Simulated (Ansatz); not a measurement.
# ScInSe3 (model cell, started as cubic perovskite with In in the octahedra): a soft mode frozen in, part 3 of 3

Which phase does ScInSe3 (model cell, started as cubic perovskite with In in the octahedra) fall into along its unstable mode, and how much energy does it gain?

Ansatz 0.2.0; DFT PBEsol, scalar-relativistic, plane waves, PAW; PAW set soft_1.

So far. Step 5 (Energy along the mode, all amplitudes (two of the runs …): The lowest of the steps tried is the last one, at 0.6 Å, 216 meV/atom below the parent; the bottom of the well need not coincide with a step. Step 7 (The new phase in its own primitive cell): The largest force component left is 0.44 meV/Å and the pressure is 0.000 GPa, within the tolerances set. The cell now holds 35.66 Å³/atom. The relaxed cell has a, b, c = 3.967, 7.513, 11.965 Å (conventional setting).

The structure was built from a prototype and need not be the compound's stable phase.

In doubt: the program warns that the response may not be converged on this k-mesh, which bears on the force constants and all frequencies.

### Step 8. Modes of the new phase, k-mesh 6×4×4, occupations fixed

A relaxed structure may still be a saddle point, so its zone-centre modes are computed. The response to a homogeneous field gives the Born charges and the dielectric tensor.

File input.yaml:

```yaml
crystal:
  lattice:
    - [3.9672899195, 0.0, 0.0]
    - [0.0, 3.7564878715, 5.9824928039]
    - [0.0, -3.7564878715, 5.9824928039]
  atoms:
    - { symbol: Sc, position: [0.0, 0.1990464528, 0.1990464528] }
    - { symbol: In, position: [0.5, 0.5514867698, 0.5514867698] }
    - { symbol: Se, position: [0.5, 0.4144817267, 0.9522946783] }
    - { symbol: Se, position: [0.5, 0.9522946783, 0.4144817267] }
    - { symbol: Se, position: [0.0, 0.4168214464, 0.4168214464] }
kpoints:
  mp_grid: { grid: [6, 4, 4] }
hamiltonian:
  xc: pbesol
  pseudopotentials: { kind: paw, azcp: { folder: soft_1 }, xc_functional: pbe }
scf:
  occupations: { method: fixed }
output:
  eigenvalues: true
phonons:
  method: dfpt
  dielectric: true
  rigid_motions: translations
```

Command:

```
$ ansatz run input.yaml --threads 4 --pin off --max-ram 16384MiB --backend cpu --events-out ev --progress --plain --runs-dir out
```

Numbers of over 12 decimals in the logs are rounded to 6 here.

Log:

```text
[...]
Crystal: 5 atoms, lattice volume = 178.315 Å³
Basis set: ecut = 420 eV, 3491 PW (Γ), exchange–correlation on 54×96×96 points (8 copies of the dense FFT grid, shifted against one another)
Bands: 44, of which v1, the nominal top of the filled ones, is band 36 counted from 1 (35 counted from 0)
Symmetry: 4 space group operations
k-points: 52 of 96 (irreducible under 1 space group operation, time reversal used)
[...]
SCF iter   1: F=—  HF=-23915.829694 eV  |F-HF|=—  |Δ(HF+E_count)|=         —  Δρ=6.11e-2  dr2=1.65e1  ethr=3.10e-3  ⟨swp⟩=4.0  Hψ=7628  notcnv=0  defer=222
[...]
SCF iter  15: F=-23913.949002 eV  HF=-23913.949002 eV  |F-HF|=3.64e-11  |Δ(HF+E_count)|=  7.31e-10  Δρ=1.05e-7  dr2=3.01e-11  ethr=1.00e-12  ⟨swp⟩=14.8  Hψ=14191  notcnv=0
SCF 1 converged in 15 iterations: F = -23913.949002 eV  dr2 = 3.01e-11
[...]
NSCF: frozen V_eff on 2 k-points
DFPT response loops at Γ: preconditioner auto → none (the input reference at scf.mixing.eps_inf says where Resta's filter doesn't serve); β = 0.50; Broyden in place of MSR1
── the response to a field inside a basis, on 12×8×8 k-points: an SCF that follows is theirs, and a resumed run solves both again ──
Bands: 37, of which v1, the nominal top of the filled ones, is band 36 counted from 1 (35 counted from 0)
k-points: 120
[...]
Eigensolver: Dense (120 Hₖ)
SCF iter   1: F=—  HF=-23913.907439 eV  |F-HF|=—  |Δ(HF+E_count)|=         —  Δρ=1.92e-4  dr2=5.24e-5  ethr=1.00e-1
[...]
SCF iter   5: F=-23913.907448 eV  HF=-23913.907448 eV  |F-HF|=2.87e-8  |Δ(HF+E_count)|=   1.13e-7  Δρ=3.23e-6  dr2=3.01e-8  ethr=2.61e-10
SCF 1 converged in 5 iterations: F = -23913.907448 eV  dr2 = 3.01e-8
[...]
WARN: field response: ε∞ stands inside a basis, on 12×8×8 points; the force constants stand on the 6×4×4 k-mesh, whose period is 9.45 times the interband length at k = (0.0000, 0.0000, 0.0000), direct gap 0.836 eV, under 14: take them and everything formed from them as unconverged, and compare with a denser kpoints.mp_grid
SCF converged after 15 iterations
Free energy (F): -23913.949002 eV
[...]
Internal energy: -23913.949002 eV  (E = F + TS)
E sigma→0 (E₀):  -23913.949002 eV
Fermi energy:    3.625508 eV
[...]
--- Band table (eV; the first three rows and the last of 52) ---
  k-point 0: bands = [... 32 lower, 2.5604, 3.2870, 3.3130, 3.6255, 4.4612, 5.7463, 5.9398, 6.2493, ... 4 higher]
  k-point 1: bands = [... 32 lower, 2.2345, 2.5982, 3.2458, 3.4022, 5.1669, 5.7435, 5.9237, 6.3842, ... 4 higher]
  k-point 2: bands = [... 32 lower, 2.2611, 2.3241, 3.1985, 3.2562, 5.5200, 5.6640, 5.9048, 6.5723, ... 4 higher]
  k-point 51: bands = [... 32 lower, 1.7367, 2.5144, 2.9086, 3.3688, 4.5127, 5.7531, 6.2311, 6.5418, ... 4 higher]
--- Phonons (Γ-DFPT): 12 representative perturbations + reference, on 52 of 96 k-points (Σ response iterations 43) ---
  k mesh reduced under 1 symmetry operation, with k and −k counted as one. Each operation leaves every solved perturbation unchanged. A smaller set is not considered because the run solves the response to a homogeneous field
  ASR residual: 4.796e-5 → 0.000e0 eV/Å²; symmetrization residual: 1.359e-5 eV/Å²
  ASR residual per site (eV/Å²): 4.80e-5 3.04e-5 8.78e-6 8.78e-6 3.29e-5
[...]
ε∞ (high-frequency dielectric tensor):
        6.835757     0.000000     0.000000
        0.000000     8.011900     0.000000
        0.000000     0.000000     5.818401
  softest optical mode at Γ: -51.88 cm⁻¹; the repairs (sum rule, projections) moved no ω² at Γ by more than (1.25 cm⁻¹)²
  Born effective charges Z* (e; rows j = field, columns β = displacement):
    site 0:
         4.90127    0.00000    0.00000
         0.00000    3.70212    0.00000
         0.00000    0.00000    2.56199
    site 1:
         2.81233   -0.00000    0.00000
        -0.00000    4.04254    0.00000
        -0.00000    0.00000    3.07948
    site 2:
        -2.73009    0.00000   -0.00000
         0.00000   -3.59150    1.36983
         0.00000    1.22042   -0.96034
    site 3:
        -2.73009    0.00000   -0.00000
         0.00000   -3.59150   -1.36983
        -0.00000   -1.22042   -0.96034
    site 4:
        -2.25343   -0.00000    0.00000
        -0.00000   -0.56166   -0.00000
        -0.00000   -0.00000   -3.72079
  Z* charge neutrality: 1.750e-2 e pre-enforcement
  solved inside a basis spanned on kpoints, on 12×8×8 k-points transformed towards the longest dipole: ε∞ is read to err by 4.8e-2, Z* by 6.4e-2 e (field_mesh: kpoints solves on kpoints); Z* is corrected for what the basis lacks
  optical modes at Γ without the LO–TO term, one row a degenerate level:
      ω (cm⁻¹)  modes    IR ((D/Å)²/amu)
        -51.88      1             0.0914
        -23.60      1             0.7153
         48.64      1             0.0925
         89.43      1             0.0553
        119.10      1             0.0000
        180.64      1             0.0169
        186.76      1             6.8264
        208.39      1             0.1156
        216.24      1            19.5475
        230.16      1             6.6017
        236.63      1             4.0537
        258.37      1            11.4094
  optical modes at Γ + LO–TO along q̂ = [1.0000, 0.0000, 0.0000]:
      ω (cm⁻¹)  modes    IR ((D/Å)²/amu)
        -51.88      1             0.0914
        -23.60      1             0.7153
         49.57      1             0.0293
         89.43      1             0.0553
        119.10      1             0.0000
        180.64      1             0.0169
        186.76      1             6.8264
        208.44      1             0.0009
        230.16      1             6.6017
        236.63      1             4.0537
[...]
optical modes at Γ + LO–TO along q̂ = [0.0000, 1.0000, 0.0000]:
      ω (cm⁻¹)  modes    IR ((D/Å)²/amu)
[...]
optical modes at Γ + LO–TO along q̂ = [0.0000, 0.0000, 1.0000]:
      ω (cm⁻¹)  modes    IR ((D/Å)²/amu)
        -51.88      1             0.0914
        -23.60      1             0.7153
         48.64      1             0.0925
         89.86      1             0.0253
        119.10      1             0.0000
        180.69      1             0.0041
        186.76      1             6.8264
        208.39      1             0.1156
        216.24      1            19.5475
        233.97      1             0.0504
        258.37      1            11.4094
        276.01      1            10.6477
```

It took 4.9 min on 4 threads of Arm Neoverse V1, shared host; peak memory 2.3 GiB; 19 min of CPU time.

Numbers from this step:

- sum-rule residual before enforcement: 4.80e-5 eV/Å²
- miss of the charge sum rule: 0.01750 e
- estimated error of the dielectric tensor: 0.04828
- estimated error of the Born charges: 0.06364 e
- point group: mm2
- highest optical mode at the zone centre (no LO-TO term): 258.4 cm⁻¹
- lowest optical zone-centre mode: -51.88 cm⁻¹
- mean high-frequency dielectric constant: 6.889
- largest Born charge (third of the trace): 3.722 e
- top of the zone-centre spectrum with the field: 296.9 cm⁻¹

Patterns of degenerate modes are one choice out of their space. The modes at Γ (shares of kinetic energy by element, %) (negative means imaginary):

```
mode  frequency (cm⁻¹)  symmetry  Sc %  In %  Se %
   1             -51.9        B2     3     1    96
   2             -23.6        B2     1    24    76
   3               0.0  acoustic    11    29    60
   4               0.0  acoustic    11    29    60
   5               0.0  acoustic    11    29    60
   6              48.6        B1    12    35    53
   7              89.4        A1     7    10    83
   8             119.1        A2     0     0   100
   9             180.6        A1    40    30    30
  10             186.8        B2     4    45    51
  11             208.4        B1    14    28    58
  12             216.2        B1    62     8    30
  13             230.2        A1     3    30    67
  14             236.6        A1    38     0    61
  15             258.4        B2    81     1    18
```

Displacements in mode 1 (-51.9 cm⁻¹), the largest set to 1:
```
Sc1  0.00 -0.32  0.00
In2  0.00 -0.08  0.00
Se3  0.00 -0.35 -0.41
Se4  0.00 -0.35  0.41
Se5  0.00  1.00  0.00
```

Displacements in mode 2 (-23.6 cm⁻¹), the largest set to 1:
```
Sc1  0.00 -0.19  0.00
In2  0.00 -0.77  0.00
Se3  0.00  0.20  1.00
Se4  0.00  0.20 -1.00
Se5  0.00  0.84  0.00
```

Optical modes at the zone centre, without and with the macroscopic field of the longitudinal modes; each column is sorted by frequency, so a row need not hold one and the same mode. Modes with and without the field, by row:

```
rank among optical modes  no field (cm⁻¹)  q along (1, 0, 0) (cm⁻¹)  q along (0, 1, 0) (cm⁻¹)  q along (0, 0, 1) (cm⁻¹)
                       1            -51.9                     -51.9                     -51.2                     -51.9
                       2            -23.6                     -23.6                      12.4                     -23.6
                       3             48.6                      49.6                      48.6                      48.6
                       4             89.4                      89.4                      89.4                      89.9
                       5            119.1                     119.1                     119.1                     119.1
                       6            180.6                     180.6                     180.6                     180.7
                       7            186.8                     186.8                     202.8                     186.8
                       8            208.4                     208.4                     208.4                     208.4
                       9            216.2                     230.2                     216.2                     216.2
                      10            230.2                     236.6                     230.2                       234
                      11            236.6                     258.4                     236.6                     258.4
                      12            258.4                       285                     296.9                       276
```

Born charge (rows field, columns displacement) (e), principal values of the symmetric part by kind of site:

```csv
atom,atoms with these values,low,middle,high,mean
Sc1,1,2.56,3.70,4.90,3.72
In2,1,2.81,3.08,4.04,3.31
Se3,2,-4.12,-2.73,-0.43,-2.43
Se5,1,-3.72,-2.25,-0.56,-2.18
```

In full for Se3:

```
-2.73  0.00  0.00
 0.00 -3.59  1.37
 0.00  1.22 -0.96
```

High-frequency dielectric tensor:

```
6.84 0.00 0.00
0.00 8.01 0.00
0.00 0.00 5.82
```

Transverse modes; imaginary modes are left out. Lines of the infrared spectrum (strongest = 100):

| position (cm⁻¹) | label | relative intensity |
| --- | --- | --- |
| 49 | B1 | 0.5 |
| 89 | A1 | 0.3 |
| 119 | A2 | 0.0 |
| 181 | A1 | 0.1 |
| 187 | B2 | 35 |
| 208 | B1 | 0.6 |
| 216 | B1 | 100 |
| 230 | A1 | 34 |
| 237 | A1 | 21 |
| 258 | B2 | 58 |

Before it was imposed, the acoustic sum rule was missed by 4.8e-5 eV/Å² and the charge sum rule by 0.017 e. Small misses are needed for a sound result but don't prove that mesh and cutoff are converged. The lowest optical mode is imaginary, 51.9i cm⁻¹, so the energy falls along it.

The log warns of the k mesh: “the force constants stand on the 6×4×4 k-mesh, whose period is 9.45 times the interband length at k = (0.0000, 0.0000, 0.0000), direct gap 0.836 eV, under 14: take them and everything formed from them as unconverged”.

### Step 9. Summary of results

```json
{"unstable mode of the parent": "q = (0, 0, 0), 190i cm⁻¹", "depth at the lowest point sampled": "216 meV/atom", "largest atomic shift at that point": "0.6 Å", "space group reached (within 0.01 Å)": "Amm2", "energy gained over the parent (first relaxation, on the mesh of the frozen mode)": "842 meV/atom", "volume per atom, phase reached": "35.7 Å³", "gap on the k-mesh, phase reached": "0.836 eV", "lowest optical zone-centre mode, phase reached": "-51.9 cm⁻¹", "highest optical mode at the zone centre (no LO-TO term), phase reached": "258 cm⁻¹"}
```

**Reading.** Along this mode the structure falls into Amm2, 842 meV/atom below the parent. At the parent's cell the well is 215.5 meV/atom deep on the steps tried, with its lowest point at a shift of 0.6 Å. That is the last step tried, so the steps alone don't bracket the bottom of the well. Relaxing atoms and cell changes the gain by +626.20 meV/atom against the lowest step (energies at zero smearing). Most of the total comes from this relaxation. The new phase still has an imaginary mode at the zone centre of its cell, so it is a saddle point on the way to a lower structure. Of the 5 patterns followed to their end from this parent, this one reaches the lowest energy. Each path keeps the symmetry of its pattern, so a lower phase may lie along a pattern not tried. With the field response the log warns that the k mesh is coarse for the force constants too, so the frequencies may not be converged. With no gap, or one that is small against the smearing, the frequencies hang on the k mesh and the smearing, most of all near Kohn anomalies. The PAW files were made for PBE and serve the other functionals too. A phonon run warned that its eigensolver left some bands unconverged in a pass. The starting cell was built on a prototype and not taken from a measurement, so the phase need not exist.

[Logs are printed without paths, hosts, clocks, repeated set-up lines and the standing remarks that a program may print on its own settings, such as how far it seeks lower states.]

[Hosts, paths, dates, database ids (printed as entryN), source tags and the programs' standing remarks are cut or masked in the printed files.]
